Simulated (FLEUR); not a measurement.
# LaBRh3: parallel and opposed starts

Wanted: the moments of LaBRh3 and the energy of each order that was tried.

Calculated with FLEUR MaX-R8.1; LDA (VWN); all-electron FLAPW, Dirac cores, scalar-relativistic bands.

This is a report of a sequence of runs, with most program output left out.

### Step 1. The structure

Symmetry: Pm-3m, No. 221, cubic system. The conventional cell has a = 4.242 Å, b = 4.242 Å, c = 4.242 Å, α = 90.00°, β = 90.00°, γ = 90.00°. Nearest to La lie 12 Rh at 3.00 Å and 8 B at 3.67 Å. Nearest to B lie 6 Rh at 2.12 Å and 8 La at 3.67 Å. Rh has 2 B at 2.12 Å and 8 Rh at 3.00 Å and 4 La at 3.00 Å nearest. Farther neighbours are not listed.

Coordinates:

```xyz
5
Lattice="4.2420 0.0000 0.0000 0.0000 4.2420 0.0000 0.0000 0.0000 4.2420" Properties=species:S:1:pos:R:3 pbc="T T T"
La    0.0000    0.0000    0.0000
B     2.1210    2.1210    2.1210
Rh    0.0000    2.1210    2.1210
Rh    2.1210    0.0000    2.1210
Rh    2.1210    2.1210    0.0000
```

### Step 2. Run 1 (ferro +++)

The parallel start comes first: it shows whether parallel moments hold.

inpgen writes inp.xml from crystal.txt; cutoffs, mixing, functional, smearing and local orbitals are then set in the file. The k list default-1 (kpts.xml, not shown) is a Γ-centred 6×6×6 mesh; where the ranks do not divide the number of points, some are split in two of half the weight.

inp.xml reads:

```
<?xml version="1.0" encoding="UTF-8" standalone="no"?>
<fleurInput fleurInputVersion="0.39">
   <comment>
      LaBRh3
   </comment>
   <calculationSetup>
      <cutoffs Kmax="4.26" Gmax="12.8" GmaxXC="12.8" numbands="0"/>
      <scfLoop itmax="90" minDistance="0.00002" maxIterBroyd="15" imix="Anderson" alpha="0.05" precondParam="0.0" spinf="2.0" sdNocoIR="T"/>
      <coreElectrons ctail="T" frcor="F" kcrel="0" coretail_lmax="0"/>
      <xcFunctional name="vwn" relativisticCorrections="F"/>
      <magnetism jspins="2"/>
      <soc l_soc="F" theta="0.0" phi="0.0" spav="F"/>
      <expertModes spex="0" secvar="F"/>
      <geometryOptimization l_f="F" forcealpha="1.0" forcemix="BFGS" epsdisp="0.00001" epsforce="0.00001"/>
      <ldaU l_linMix="F" mixParam="0.05" spinf="1.0"/>
   </calculationSetup>
   <cell>
      <bzIntegration valenceElectrons="59.0" mode="hist" fermiSmearingEnergy="0.00293995">
         <kPointListSelection listName="default-1"/>
         <xi:include xmlns:xi="http://www.w3.org/2001/XInclude" href="kpts.xml"> </xi:include>
      </bzIntegration>
      <xi:include xmlns:xi="http://www.w3.org/2001/XInclude" href="sym.xml"> </xi:include>
      <bulkLattice scale="1.0">
         <bravaisMatrix>
            <row-1>    8.0162182205531991     0.0000000000000000     0.0000000000000000</row-1>
            <row-2>    0.0000000000000000     8.0162182205531991     0.0000000000000000</row-2>
            <row-3>    0.0000000000000000     0.0000000000000000     8.0162182205531991</row-3>
         </bravaisMatrix>
      </bulkLattice>
   </cell>
   <atomSpecies>
      <species name="Lanthanum (La)" element="La" atomicNumber="57">
         <mtSphere radius="2.8" gridPoints="925" logIncrement="0.014"/>
         <atomicCutoffs lmax="10" lnonsphr="8"/>
         <electronConfig flipSpins="F">
            <coreConfig>(1s1/2) (2s1/2) (2p1/2) (2p3/2) (3s1/2) (3p1/2) (3p3/2) (4s1/2) (3d3/2) (3d5/2) (4p1/2) (4p3/2) (4d3/2) (4d5/2)</coreConfig>
            <valenceConfig>(5s1/2) (5p1/2) (5p3/2) (6s1/2) (5d3/2) (5d5/2)</valenceConfig>
            <stateOccupation state="(5d3/2)" spinUp="0.200000" spinDown="0.200000"/>
            <stateOccupation state="(5d5/2)" spinUp="0.300000" spinDown="0.300000"/>
         </electronConfig>
         <energyParameters s="6" p="6" d="5" f="4"/>
         <lo type="SCLO" l="0" n="5" eDeriv="0"/>
         <lo type="SCLO" l="1" n="5" eDeriv="0"/>
      </species>
      <species name="Boron (B)" element="B" atomicNumber="5">
         <mtSphere radius="1.41" gridPoints="467" logIncrement="0.022"/>
         <atomicCutoffs lmax="6" lnonsphr="4"/>
         <electronConfig flipSpins="F">
            <coreConfig>(1s1/2)</coreConfig>
            <valenceConfig>(2s1/2) (2p1/2) (2p3/2)</valenceConfig>
            <stateOccupation state="(2p1/2)" spinUp="0.166667" spinDown="0.166667"/>
            <stateOccupation state="(2p3/2)" spinUp="0.333333" spinDown="0.333333"/>
         </electronConfig>
         <energyParameters s="2" p="2" d="3" f="4"/>
      </species>
      <species name="Rhodium (R1.002" element="Rh" atomicNumber="45">
         <mtSphere radius="2.5" gridPoints="827" logIncrement="0.015"/>
         <atomicCutoffs lmax="10" lnonsphr="8"/>
         <electronConfig flipSpins="F">
            <coreConfig>(1s1/2) (2s1/2) (2p1/2) (2p3/2) (3s1/2) (3p1/2) (3p3/2) (4s1/2) (3d3/2) (3d5/2)</coreConfig>
            <valenceConfig>(4p1/2) (4p3/2) (5s1/2) (4d3/2) (4d5/2)</valenceConfig>
            <stateOccupation state="(5s1/2)" spinUp="0.5" spinDown="0.5"/>
            <stateOccupation state="(4d3/2)" spinUp="1.6" spinDown="1.6"/>
            <stateOccupation state="(4d5/2)" spinUp="2.901" spinDown="1.899"/>
         </electronConfig>
         <energyParameters s="5" p="5" d="4" f="4"/>
         <lo type="SCLO" l="1" n="4" eDeriv="0"/>
      </species>
   </atomSpecies>
   <atomGroups>
      <atomGroup species="Lanthanum (La)">
         <relPos label="                   1">.0000000000 .0000000000 .0000000000</relPos>
         <force calculate="T" relaxXYZ="TTT"/>
      </atomGroup>
      <atomGroup species="Boron (B)">
         <relPos label="                   2">1.000/2.000 1.000/2.000 1.000/2.000</relPos>
         <force calculate="T" relaxXYZ="TTT"/>
      </atomGroup>
      <atomGroup species="Rhodium (R1.002">
         <relPos label="                   3">.0000000000 1.000/2.000 1.000/2.000</relPos>
         <relPos label="                   4">1.000/2.000 .0000000000 1.000/2.000</relPos>
         <relPos label="                   5">1.000/2.000 1.000/2.000 .0000000000</relPos>
         <force calculate="T" relaxXYZ="TTT"/>
      </atomGroup>
   </atomGroups>
   <output dos="F" band="F" slice="F">
      <bandDOS minEnergy="-.5*Htr" maxEnergy="0.5*Htr" sigma="0.015" storeEVData="T"/>
      <plotting iplot="0" polar="F">
         <plot TwoD="T" vec1="  1.0  0.0  0.0" vec2="  0.0  1.0  0.0" vec3="  0.0  0.0  1.0" zero="  0.0  0.0  0.0" file="plot"/>
      </plotting>
      <moessbauerParams electricFieldGradient="F" isomerShift="F" coreHyperfine="F" valenceHyperfine="F"/>
   </output>
</fleurInput>
```

crystal.txt reads:

```
LaBRh3
&input film=F cartesian=F /
4.24200000000  0.00000000000  0.00000000000
0.00000000000  4.24200000000  0.00000000000
0.00000000000  0.00000000000  4.24200000000
1.8897261246
1.0 1.0 1.0

5
57 0.00000000000  0.00000000000  0.00000000000
5 0.50000000000  0.50000000000  0.50000000000
45 0.00000000000  0.50000000000  0.50000000000 : 1.002
45 0.50000000000  0.00000000000  0.50000000000 : 1.002
45 0.50000000000  0.50000000000  0.00000000000 : 1.002

&kpt div1=6 div2=6 div3=6 gamma=T /
```

Command:

```sh
> OMP_NUM_THREADS=1 inpgen -f crystal.txt > inpgen.log  # inp.xml is then edited as shown
> OMP_NUM_THREADS=1 mpirun -n 4 fleur_MPI > fleur.log
```

Run time: 38 s. Hardware: 4 MPI ranks of AMD EPYC 9R45, shared host; peak memory 0.37 GiB; 2.5 min of CPU time.

The spin moment in the muffin-tin sphere vanishes on all atoms.

Read from the output:

| Quantity | Value |
| --- | --- |
| free energy | -622003.7377 eV |
| program's band gap on this mesh (in a metal only a level spacing) | 6.44e-7 eV |
| final state | non-magnetic |

After 25 cycles the seed has died away: no moment is left.

### Step 3. Start 2: ferri ++-

An opposed order shows whether neighbours prefer unlike signs.

inp.xml: that of step 2 with these lines changed.

```diff
@@ -68,2 +68,15 @@
       </species>
+      <species name="Rhodium (R-1.002" element="Rh" atomicNumber="45">
+         <mtSphere radius="2.5" gridPoints="827" logIncrement="0.015"/>
+         <atomicCutoffs lmax="10" lnonsphr="8"/>
+         <electronConfig flipSpins="F">
+            <coreConfig>(1s1/2) (2s1/2) (2p1/2) (2p3/2) (3s1/2) (3p1/2) (3p3/2) (4s1/2) (3d3/2) (3d5/2)</coreConfig>
+            <valenceConfig>(4p1/2) (4p3/2) (5s1/2) (4d3/2) (4d5/2)</valenceConfig>
+            <stateOccupation state="(5s1/2)" spinUp="0.5" spinDown="0.5"/>
+            <stateOccupation state="(4d3/2)" spinUp="1.6" spinDown="1.6"/>
+            <stateOccupation state="(4d5/2)" spinUp="1.899" spinDown="2.901"/>
+         </electronConfig>
+         <energyParameters s="5" p="5" d="4" f="4"/>
+         <lo type="SCLO" l="1" n="4" eDeriv="0"/>
+      </species>
    </atomSpecies>
@@ -81,2 +94,5 @@
          <relPos label="                   4">1.000/2.000 .0000000000 1.000/2.000</relPos>
+         <force calculate="T" relaxXYZ="TTT"/>
+      </atomGroup>
+      <atomGroup species="Rhodium (R-1.002">
          <relPos label="                   5">1.000/2.000 1.000/2.000 .0000000000</relPos>
```

crystal.txt: that of step 2 with these lines changed.

```diff
@@ -13,3 +13,3 @@
 45 0.50000000000  0.00000000000  0.50000000000 : 1.002
-45 0.50000000000  0.50000000000  0.00000000000 : 1.002
+45 0.50000000000  0.50000000000  0.00000000000 : -1.002
```

It took 78 s on 4 MPI ranks; peak memory 0.44 GiB.

The spin moment in the muffin-tin sphere vanishes on all atoms.

Numbers from this step:

```yaml
free_energy: -622003.7377 eV
program_s_band_gap_on_this_mesh_in_a_metal_only_a_level_spacing: 1.51e-7 eV
final_state: non-magnetic
```

It ends in the same state without moments as the first start; the 7.4e-5 meV a seeded atom between them is numerical noise.

### Step 4. Start 3: no spin polarisation

Without spin polarisation no moment can form, so the difference from the other runs is what forming moments gains.

inp.xml: that of step 3 with these lines changed.

```diff
@@ -10,3 +10,3 @@
       <xcFunctional name="vwn" relativisticCorrections="F"/>
-      <magnetism jspins="2"/>
+      <magnetism jspins="1"/>
       <soc l_soc="F" theta="0.0" phi="0.0" spav="F"/>
@@ -55,3 +55,3 @@
       </species>
-      <species name="Rhodium (R1.002" element="Rh" atomicNumber="45">
+      <species name="Rhodium (Rh)" element="Rh" atomicNumber="45">
          <mtSphere radius="2.5" gridPoints="827" logIncrement="0.015"/>
@@ -61,18 +61,5 @@
             <valenceConfig>(4p1/2) (4p3/2) (5s1/2) (4d3/2) (4d5/2)</valenceConfig>
-            <stateOccupation state="(5s1/2)" spinUp="0.5" spinDown="0.5"/>
-            <stateOccupation state="(4d3/2)" spinUp="1.6" spinDown="1.6"/>
-            <stateOccupation state="(4d5/2)" spinUp="2.901" spinDown="1.899"/>
-         </electronConfig>
-         <energyParameters s="5" p="5" d="4" f="4"/>
-         <lo type="SCLO" l="1" n="4" eDeriv="0"/>
-      </species>
-      <species name="Rhodium (R-1.002" element="Rh" atomicNumber="45">
-         <mtSphere radius="2.5" gridPoints="827" logIncrement="0.015"/>
-         <atomicCutoffs lmax="10" lnonsphr="8"/>
-         <electronConfig flipSpins="F">
-            <coreConfig>(1s1/2) (2s1/2) (2p1/2) (2p3/2) (3s1/2) (3p1/2) (3p3/2) (4s1/2) (3d3/2) (3d5/2)</coreConfig>
-            <valenceConfig>(4p1/2) (4p3/2) (5s1/2) (4d3/2) (4d5/2)</valenceConfig>
-            <stateOccupation state="(5s1/2)" spinUp="0.5" spinDown="0.5"/>
-            <stateOccupation state="(4d3/2)" spinUp="1.6" spinDown="1.6"/>
-            <stateOccupation state="(4d5/2)" spinUp="1.899" spinDown="2.901"/>
+            <stateOccupation state="(5s1/2)" spinUp="0.500000" spinDown="0.500000"/>
+            <stateOccupation state="(4d3/2)" spinUp="1.600000" spinDown="1.600000"/>
+            <stateOccupation state="(4d5/2)" spinUp="2.400000" spinDown="2.400000"/>
          </electronConfig>
@@ -91,8 +78,5 @@
       </atomGroup>
-      <atomGroup species="Rhodium (R1.002">
+      <atomGroup species="Rhodium (Rh)">
          <relPos label="                   3">.0000000000 1.000/2.000 1.000/2.000</relPos>
          <relPos label="                   4">1.000/2.000 .0000000000 1.000/2.000</relPos>
-         <force calculate="T" relaxXYZ="TTT"/>
-      </atomGroup>
-      <atomGroup species="Rhodium (R-1.002">
          <relPos label="                   5">1.000/2.000 1.000/2.000 .0000000000</relPos>
```

crystal.txt reads:

```
LaBRh3
&input film=F cartesian=F /
4.24200000000  0.00000000000  0.00000000000
0.00000000000  4.24200000000  0.00000000000
0.00000000000  0.00000000000  4.24200000000
1.8897261246
1.0 1.0 1.0

5
57 0.00000000000  0.00000000000  0.00000000000
5 0.50000000000  0.50000000000  0.50000000000
45 0.00000000000  0.50000000000  0.50000000000
45 0.50000000000  0.00000000000  0.50000000000
45 0.50000000000  0.50000000000  0.00000000000

&kpt div1=6 div2=6 div3=6 gamma=T /
```

Run time: 15 s. Hardware: 4 MPI ranks; peak memory 0.31 GiB.

This step gave:

```
free energy                                                       : -622003.7377 eV
program's band gap on this mesh (in a metal only a level spacing) : 2.07e-4 eV
final state                                                       : non-magnetic (no spin polarisation)
```

It ends in the same state without moments as the first start; the 5.4e-6 meV a seeded atom between them is numerical noise.

### Step 5. Energies of the orders

Free energies are divided by the number of seeded atoms.

Orders:

```csv
start,final state,typed order kept,energy over the lowest (meV a seeded atom),largest sphere moment (μB),net moment (μB a primitive cell),mesh matched,CPU time (s)
ferro +++,non-magnetic,no,0,0,0,yes,149.9
ferri ++-,non-magnetic,no,7.44e-5,0,0,yes,310.3
no spin polarisation,non-magnetic,-,0,0,0,yes,60.82
```

### Step 6. What came out

| Quantity | Value |
| --- | --- |
| lowest state found | non-magnetic (typed ferro +++) |
| largest site spin moment | 0 μB |

What this shows: The lowest state carries no moment above 0.15 μB, and no start kept one. This is the lowest of 3 finished starts, no proof of the ground state.

[Logs and program files are shortened in this print: banners, set-up blocks, solver, clock and traceback lines can be left out without a mark of their own.]

[Logs are printed without paths, hosts, clocks, repeated set-up lines and the standing remarks that a program may print on its own settings, such as how far it seeks lower states.]

[Hosts, paths, dates, database ids (printed as entryN), source tags and the programs' standing remarks are cut or masked in the printed files.]

[Where a cell is said to come from a database of computed structures, the database is the Materials Project.]
